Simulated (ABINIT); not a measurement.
# A GW chain in ABINIT: BaH2 (P6_3/mmc), part 3 of 3

Aim: the G0W0 gap of BaH2 (P6_3/mmc) on PBEsol, step by step.

ABINIT 10.8.3; PBEsol and many-body steps on it, plane waves. Known limits of the many-body steps: not at the basis limit; no spin-orbit coupling; coarse k mesh.

So far. Step 3 (Bands along the symmetry lines): The gap is 1.473 eV, as in the run before at this level. Step 4 (Empty states on the mesh, 3×3×2 mesh, 199 bands): On this mesh the gap is 1.473 eV.

## (5) Screening, 3×3×2 mesh, 181 bands, screening to 136.1 eV

The RPA dielectric matrix is built and inverted for each q.

This step: RPA screening on PBEsol, plane waves, norm-conserving pseudopotentials.

Input file run.abi:

```
acell 3*1.0 Angstrom
rprim 
  4.462025052349 0.000000000014 0.000000000000
  -2.231012526186 3.864227047650 0.000000000000
  0.000000000000 0.000000000000 6.055292590000
ntypat 2
znucl 56 1
natom 6
typat 1 1 2 2 2 2
xred 
  0.666666666667 0.333333333333 0.750000000000
  0.333333333333 0.666666666667 0.250000000000
  0.333333333333 0.666666666667 0.750000000000
  0.666666666667 0.333333333333 0.250000000000
  0.000000000000 0.000000000000 0.500000000000
  0.000000000000 0.000000000000 0.000000000000
pp_dirpath "pseudos"
pseudos "Ba.upf, H.upf"
ecut 32
ngkpt 3 3 2
nshiftk 1
shiftk 0 0 0
kptopt 1
chksymbreak 0
istwfk *1
occopt 1
irdwfk 1
optdriver 3
nband 181
ecuteps 5
inclvkb 2
awtr 1
symchi 1
indata_prefix "in"
outdata_prefix "out"
tmpdata_prefix "tmp"
```

The run is started by

```
$ OMP_NUM_THREADS=1 mpirun -n 4 abinit run.abi > log
```

Numbers of over 12 decimals in the logs are rounded to 6 here.

The log of the run:

```text
.Version 10.8.3 of ABINIT. v10.8.2 released Aug 2026.

 Symmetries : space group P6_3/m m c (#194); Bravais hP (primitive hexag.)
[... echo of the input left out ...]
== DATASET  1 ==================================================================
-   mpi_nproc: 4, omp_nthreads: 1 (-1 if OMP is not activated)

--- !DatasetInfo
iteration_state: {dtset: 1, }
dimensions: {natom: 6, nkpt: 6, mband: 181, nsppol: 1, nspinor: 1, nspden: 1, mpw: 6126, }
cutoff_energies: {ecut:  32.0, pawecutdg:  -1.0, }
electrons: {nelect:   2.40000000E+01, charge:   0.00000000E+00, occopt:   1.00000000E+00, tsmear:   1.00000000E-02, }

 SCREENING: Calculation of the susceptibility and dielectric matrices

 Based on a program developped by R.W. Godby, V. Olevano, G. Onida, and L. Reining.
 Incorporated in ABINIT by V. Olevano, G.-M. Rignanese, and M. Torrent.
.Using double precision arithmetic ; gwpc =  8

[... cell and pseudopotentials left out ...]
--------------------------------------------------------------------------------

 ==== K-mesh for the wavefunctions ====
 Number of points in the irreducible wedge :     6
[... list of points left out ...]
 Together with 24 symmetry operations and time-reversal symmetry
 yields    18 points in the full Brillouin Zone.

 ==== Q-mesh for the screening function ====
 Number of points in the irreducible wedge :     6
[... list of points left out ...]
 Together with 24 symmetry operations and time-reversal symmetry
 yields    18 points in the full Brillouin Zone.

 setmesh: FFT mesh size selected  =    32x   32x   48
          total number of points  =        49152

 vcoul_init : cutoff-mode = AUXILIARY_FUNCTION
 q-points for optical limit:   1
     1)      0.000010    0.000020    0.000030

- screening: taking advantage of time-reversal symmetry
- Maximum band index for partially occupied states nbvw = 12
- Remaining bands to be divided among processors   nbcw = 169
- Number of bands treated by each node ~42

 Number of electrons calculated from density =   24.0000; Expected =   24.0000
 average of density, n =  0.034063
 r_s =    1.9137
 omega_plasma =   17.8032 [eV]

 calculating chi0 at frequencies [eV] :
  1    0.000000E+00    0.000000E+00
  2    0.000000E+00    1.780320E+01

--------------------------------------------------------------------------------
  q-point number  1        q = ( 0.000000, 0.000000, 0.000000) [r.l.u.]
--------------------------------------------------------------------------------
[... chi0 elements left out ...]
 For q-point:  0.000010 0.000020 0.000030
  dielectric constant =   5.8416
  dielectric constant without local fields =   6.5042

  Average fulfillment of the sum rule on Im[epsilon] for q-point    1 :     93.87  [%]
[... wings left out ...]
  q-point number  2        q = ( 0.333333, 0.000000, 0.000000) [r.l.u.]
--------------------------------------------------------------------------------
[... chi0 elements left out ...]
  Average fulfillment of the sum rule on Im[epsilon] for q-point    2 :     98.05  [%]

 [... 4 further q-points ...]
```

It took 38 s on 4 MPI ranks of Arm Neoverse V2, shared host; peak memory 1.6 GiB; 2.5 min of CPU time.

Numbers from this step:

| Item | Value |
| --- | --- |
| ε∞ with local fields, on this mesh, along the program's q direction | 5.842 |
| the same without local fields | 6.504 |
| plasma frequency | 17.80 eV |
| plane waves in the screening matrix | 377 |

Local fields lower ε∞ by 10 %. On a Γ-centred mesh this coarse the value itself is usually too large, while a short band sum pulls it down.

## (6) Self-energy, 3×3×2 mesh, 181 bands, screening to 136.1 eV

The self-energy is evaluated for the states that the input lists, and the levels follow from it, in one-shot runs by the linearised quasiparticle equation.

This step: G0W0 on PBEsol, plane waves, norm-conserving pseudopotentials.

run.abi, as its differences from that of step 5:

```diff
@@ -27,8 +27,17 @@
 irdwfk 1
-optdriver 3
+optdriver 4
 nband 181
+gwcalctyp 0
+ecutsigx 32
+symsigma 1
+nkptgw 2
+kptgw 
+  0.0000000000 0.0000000000 0.0000000000
+  0.3333333333 0.3333333333 0.5000000000
+bdgw 
+  11 14
+  11 14
 ecuteps 5
-inclvkb 2
-awtr 1
-symchi 1
+irdscr 1
+ppmodel 1
 indata_prefix "in"
```

The log of the run:

```text
.Version 10.8.3 of ABINIT. v10.8.2 released Aug 2026.

 Symmetries : space group P6_3/m m c (#194); Bravais hP (primitive hexag.)
[... echo of the input left out ...]
== DATASET  1 ==================================================================
-   mpi_nproc: 4, omp_nthreads: 1 (-1 if OMP is not activated)

--- !DatasetInfo
iteration_state: {dtset: 1, }
dimensions: {natom: 6, nkpt: 6, mband: 181, nsppol: 1, nspinor: 1, nspden: 1, mpw: 6126, }
cutoff_energies: {ecut:  32.0, pawecutdg:  -1.0, }
electrons: {nelect:   2.40000000E+01, charge:   0.00000000E+00, occopt:   1.00000000E+00, tsmear:   1.00000000E-02, }

 SIGMA: Calculation of the GW corrections

 Based on a program developped by R.W. Godby, V. Olevano, G. Onida, and L. Reining.
 Incorporated in ABINIT by V. Olevano, G.-M. Rignanese, and M. Torrent.
.Using double precision arithmetic ; gwpc =  8

[... cell and pseudopotentials left out ...]
--------------------------------------------------------------------------------

 ==== K-mesh for the wavefunctions ====
 Number of points in the irreducible wedge :     6
[... list of points left out ...]
 Together with 24 symmetry operations and time-reversal symmetry
 yields    18 points in the full Brillouin Zone.

 ==== Q-mesh for screening function ====
 Number of points in the irreducible wedge :     6
[... list of points left out ...]
 Together with 24 symmetry operations and time-reversal symmetry
 yields    18 points in the full Brillouin Zone.

 vcoul_init : cutoff-mode = AUXILIARY_FUNCTION
 q-points for optical limit:   1
     1)      0.000010    0.000020    0.000030
 setmesh: FFT mesh size selected  =    40x   40x   60
          total number of points  =        96000

 Number of electrons calculated from density =   24.0000; Expected =   24.0000
 average of density, n =  0.034063
 r_s =    1.9137
 omega_plasma =   17.8032 [eV]

 === KS Band Gaps ===
  >>>> For spin  1
   Minimum direct gap =   2.7256 [eV], located at k-point      :   0.0000  0.0000  0.0000
   Fundamental gap    =   1.4734 [eV], Top of valence bands at :   0.0000  0.0000  0.0000
                                       Bottom of conduction at :   0.3333  0.3333  0.5000
 SIGMA fundamental parameters:
 PLASMON POLE MODEL  1
 number of plane-waves for SigmaX                 6089
 number of plane-waves for SigmaC and W            377
 number of plane-waves for wavefunctions          6089
 number of bands                                   181
 number of independent spin polarizations            1
 number of spinorial components                      1
 number of k-points in IBZ                           6
 number of q-points in IBZ                           6
 number of symmetry operations                      24
 number of k-points in BZ                           18
 number of q-points in BZ                           18
 number of frequencies for dSigma/dE                 9
 frequency step for dSigma/dE [eV]                0.25
 number of omega for Sigma on real axis              0
 max omega for Sigma on real axis  [eV]           0.00
 zcut for avoiding poles [eV]                     0.10

 EPSILON^-1 parameters (SCR file):
 dimension of the eps^-1 matrix on file            377
 dimension of the eps^-1 matrix used               377
 number of plane-waves for wavefunctions          6089
 number of bands                                   181
 number of q-points in IBZ                           6
 number of frequencies                               2
 number of real frequencies                          1
 number of imag frequencies                          1

 matrix elements of self-energy operator (all in [eV])

 Perturbative Calculation

--- !SelfEnergy_ee
iteration_state: {dtset: 1, }
kpoint     : [   0.000,    0.000,    0.000, ]
spin       : 1
KS_gap     :    2.726
QP_gap     :    4.325
Delta_QP_KS:    1.599
data: !SigmaeeData |
     Band     E0 <VxcDFT>   SigX SigC(E0)      Z dSigC/dE  Sig(E)    E-E0       E
       11   3.623 -10.601 -13.543   1.715   0.772  -0.295 -11.548  -0.947   2.676
       12   4.131 -10.778 -13.538   1.542   0.775  -0.291 -11.722  -0.944   3.187
       13   6.857  -9.229  -4.726  -3.696   0.813  -0.230  -8.573   0.655   7.512
       14   6.857  -9.229  -4.726  -3.696   0.813  -0.230  -8.573   0.655   7.512

--- !SelfEnergy_ee
iteration_state: {dtset: 1, }
kpoint     : [   0.333,    0.333,    0.500, ]
spin       : 1
KS_gap     :    3.017
QP_gap     :    4.634
Delta_QP_KS:    1.616
data: !SigmaeeData |
     Band     E0 <VxcDFT>   SigX SigC(E0)      Z dSigC/dE  Sig(E)    E-E0       E
       11   2.587 -11.072 -14.405   2.020   0.774  -0.292 -12.089  -1.017   1.570
       12   2.587 -11.072 -14.405   2.020   0.774  -0.292 -12.089  -1.017   1.570
       13   5.605  -8.695  -4.279  -3.679   0.814  -0.229  -8.096   0.599   6.203
       14   5.605  -8.695  -4.279  -3.679   0.814  -0.229  -8.096   0.599   6.203

== END DATASET(S) ==============================================================
================================================================================

 -outvars: echo values of variables after computation  --------
           etotal      0.0000000000E+00
            nband         181
             nkpt           6
          spgroup         194
 [... the other variables as echoed above ...]

 Calculation completed.
```

Wall time 17 s (4 MPI ranks); peak memory 1.5 GiB; 69 s of CPU time.

This step gave:

```yaml
g0w0_gap_on_the_points_computed: 3.016 eV
starting_gap_on_the_mesh: 1.473 eV
k_of_the_valence_top: 0, 0, 0
k_of_the_conduction_bottom: 0.3333, 0.3333, 0.5
z_at_the_valence_top: 0.775
z_at_the_conduction_bottom: 0.814
least_direct_g0w0_gap_on_the_computed_points: 4.325 eV
```

The gap on the mesh goes from 1.47 eV to 3.02 eV, a correction of +1.54 eV.

Limits: finite bands, cutoff and mesh; no spin-orbit coupling; coarse k mesh. v1 is the top filled band, c1 the lowest empty one. Levels before and after the correction, in eV, zero at the valence-band top of each column:

|  | conduction bottom | valence top |
| --- | --- | --- |
| Kohn-Sham | 1.47 | 0.00 |
| G0W0 | 3.02 | 0.00 |

|  | level | energy (eV) |
| --- | --- | --- |
| Kohn-Sham | Γ v2 | -0.508 |
| Kohn-Sham | Γ v1 | 0.000 |
| Kohn-Sham | Γ c1-c2 | 2.725 |
| Kohn-Sham | (0.333 0.333 0.5) v2-v1 | -1.544 |
| Kohn-Sham | (0.333 0.333 0.5) c1-c2 | 1.473 |
| G0W0 | Γ v2 | -0.511 |
| G0W0 | Γ v1 | 0.000 |
| G0W0 | Γ c1-c2 | 4.325 |
| G0W0 | (0.333 0.333 0.5) v2-v1 | -1.617 |
| G0W0 | (0.333 0.333 0.5) c1-c2 | 3.016 |

## (7) Where the time went

Times are wall times on 4 MPI ranks of Arm Neoverse V2, shared host, good to a factor of about two.

| step | time | share | memory (GiB) |
| --- | --- | --- | --- |
| ground state | 21 s | 12 % | 0.37 |
| bands along the symmetry lines | 30 s | 17 % | 0.41 |
| empty states on the mesh | 69 s | 40 % | 0.43 |
| screening | 38 s | 22 % | 1.6 |
| self-energy | 17 s | 10 % | 1.5 |

## (8) Summary of results

```json
{"PBEsol gap": "1.47 eV, indirect", "G0W0 gap on the mesh": "3.02 eV", "GW settings": "3×3×2 mesh, 181 bands, screening to 136.1 eV, Godby-Needs plasmon pole", "known limits": "not at the basis limit; no spin-orbit coupling; coarse k mesh"}
```

G0W0 moves the gap on the mesh from 1.47 eV to 3.02 eV (+1.54 eV), with Z of 0.78 and 0.81 at the edges. Local fields lower the RPA ε∞ on this mesh from 6.50 to 5.84; a Γ-centred mesh this coarse tends to raise both, most where the direct gap is narrow, while a short band sum lowers them. Only 2 of the mesh's irreducible points were corrected, so a valley elsewhere could overtake. The dearest step here is «empty states on the mesh». Bands and cutoff are finite, so the gap is not at the basis limit. The miss can reach some tenths of an eV and take either sign; the mesh is an error of its own. In the G0W0 run levels were corrected at 2 k points alone, so a gap called «on the mesh» is the least over those, and an edge elsewhere would be missed. The 3×3×2 mesh is coarse for this cell, which bears on the long-range parts of exchange and screening. The many-body steps are scalar-relativistic: spin-orbit coupling is not in them.

[Paths, hosts, dates, memory and timing lines, banners, echoed tables and standing remarks are left out of the program output.]

[Logs are printed without paths, hosts, clocks, repeated set-up lines and the standing remarks that a program may print on its own settings, such as how far it seeks lower states.]

[Runs of the session that timed out or met a known fault of the program may be left out.]

[Hosts, paths, dates, database ids (printed as entryN), source tags and the programs' standing remarks are cut or masked in the printed files.]

[G0W0 gaps are taken among the corrected bands and points alone; a level outside them can change the order at an edge.]

[Where Ansatz stands beside ABINIT at settings called matched, ABINIT's density can come from a denser mesh and the files from another edition; pairs whose starting gaps differed by over 0.03 eV were left out, so agreement reads better than it is.]
